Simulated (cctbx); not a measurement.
# Reading a Patterson map

Space group P4/mnc (no. 128), a = 7.2930 Å, b = 7.2930 Å, c = 10.9170 Å, α = 90.00°, β = 90.00°, γ = 90.00°, content W2 Br12 Sc4.

Simulated single-crystal data (cctbx): Mo Kα, λ = 0.71073 Å, to d = 0.6 Å, 95 % of the full sphere, strongest reflection 5000 counts, noise from counting, a 4 % proportional error and a noise floor of 2 counts (s.d.); no absorption.

Patterson synthesis, origin scaled to 1000:

```text
Patterson group P 4/m m m
      u       v       w   height  length (A)
  0.000   0.000   0.000   1000.0     0.00
  0.500   0.500   0.500    683.7     7.51
  0.000   0.000   0.500    439.2     5.46
  0.000   0.000   0.243    388.5     2.65
  0.500   0.500   0.257    387.0     5.87
  0.000   0.500   0.250    199.1     4.56
  0.194   0.296   0.000    190.5     2.58
  0.205   0.307   0.500    190.5     6.09
  0.500   0.500   0.000    167.7     5.16
  0.000   0.500   0.000    152.8     3.65
  0.000   0.500   0.500    152.2     6.56
  0.104   0.500   0.000    144.6     3.72
  0.105   0.500   0.500    144.3     6.61
  0.199   0.301   0.250    142.1     3.79
```

**Question.** Which atom pairs make the peaks, and where is the heaviest atom?

A peak at u stands for all pairs with xi − xj = u, with weight Σ ZiZj against Σ Z² = 27416 at the origin. Peak heights follow these weights only roughly, since form factors, motion and series ripples differ, all vectors within 0.55 Å of a peak are counted as merged into it though the farther ones add only part of their weight, and F(000) is left out, which lowers the whole map:

| u | v | w | shortest length (Å) | height | 1000 ΣZiZj/ΣZ² | pairs in the cell |
| --- | --- | --- | --- | --- | --- | --- |
| 0.500 | 0.500 | 0.500 | 7.51 | 684 | 643 | 2 × W–W, 4 × Br–Br, 4 × Sc–Sc |
| 0.000 | 0.000 | 0.500 | 5.46 | 439 | 601 | 12 × Br–Br, 4 × Sc–Sc |
| 0.000 | 0.000 | 0.243 | 2.65 | 388 | 378 | 4 × W–Br |
| 0.500 | 0.500 | 0.257 | 5.87 | 387 | 378 | 4 × W–Br |
| 0.000 | 0.500 | 0.250 | 4.55 | 199 | 227 | 4 × W–Sc |
| 0.194 | 0.296 | 0.000 | 2.58 | 190 | 189 | 2 × W–Br |
| 0.205 | 0.307 | 0.500 | 6.09 | 190 | 189 | 2 × W–Br |
| 0.500 | 0.500 | 0.000 | 5.16 | 168 | 243 | 4 × Br–Br, 4 × Sc–Sc |
| 0.000 | 0.500 | 0.000 | 3.65 | 153 | 214 | 8 × Br–Sc |
| 0.000 | 0.500 | 0.500 | 6.56 | 152 | 214 | 8 × Br–Sc |

The table stops at ten peaks or at a height of 45, below which ripples compete. In the model behind the data W, the heaviest element, has 1 independent site: (1/2, 1/2, 0), up to an allowed shift of origin; the W–W vectors are differences of these positions and their symmetry mates. The whole model:

| atom | mult. | x | y | z | Ueq (Å²) |
| --- | --- | --- | --- | --- | --- |
| W1 | 2 | 1/2 | 1/2 | 0 | 0.0023 |
| Br1 | 8 | 0.7048 | 0.1925 | 1/2 | 0.0039 |
| Br2 | 4 | 1/2 | 1/2 | 0.2426 | 0.0039 |
| Sc1 | 4 | 1/2 | 0 | 1/4 | 0.0046 |

The model was made for the exercise: a known structure type with other elements put in, its volume estimated, not relaxed; displacement parameters are assumed.

[Logs are printed without paths, hosts, clocks, repeated set-up lines and the standing remarks that a program may print on its own settings, such as how far it seeks lower states.]
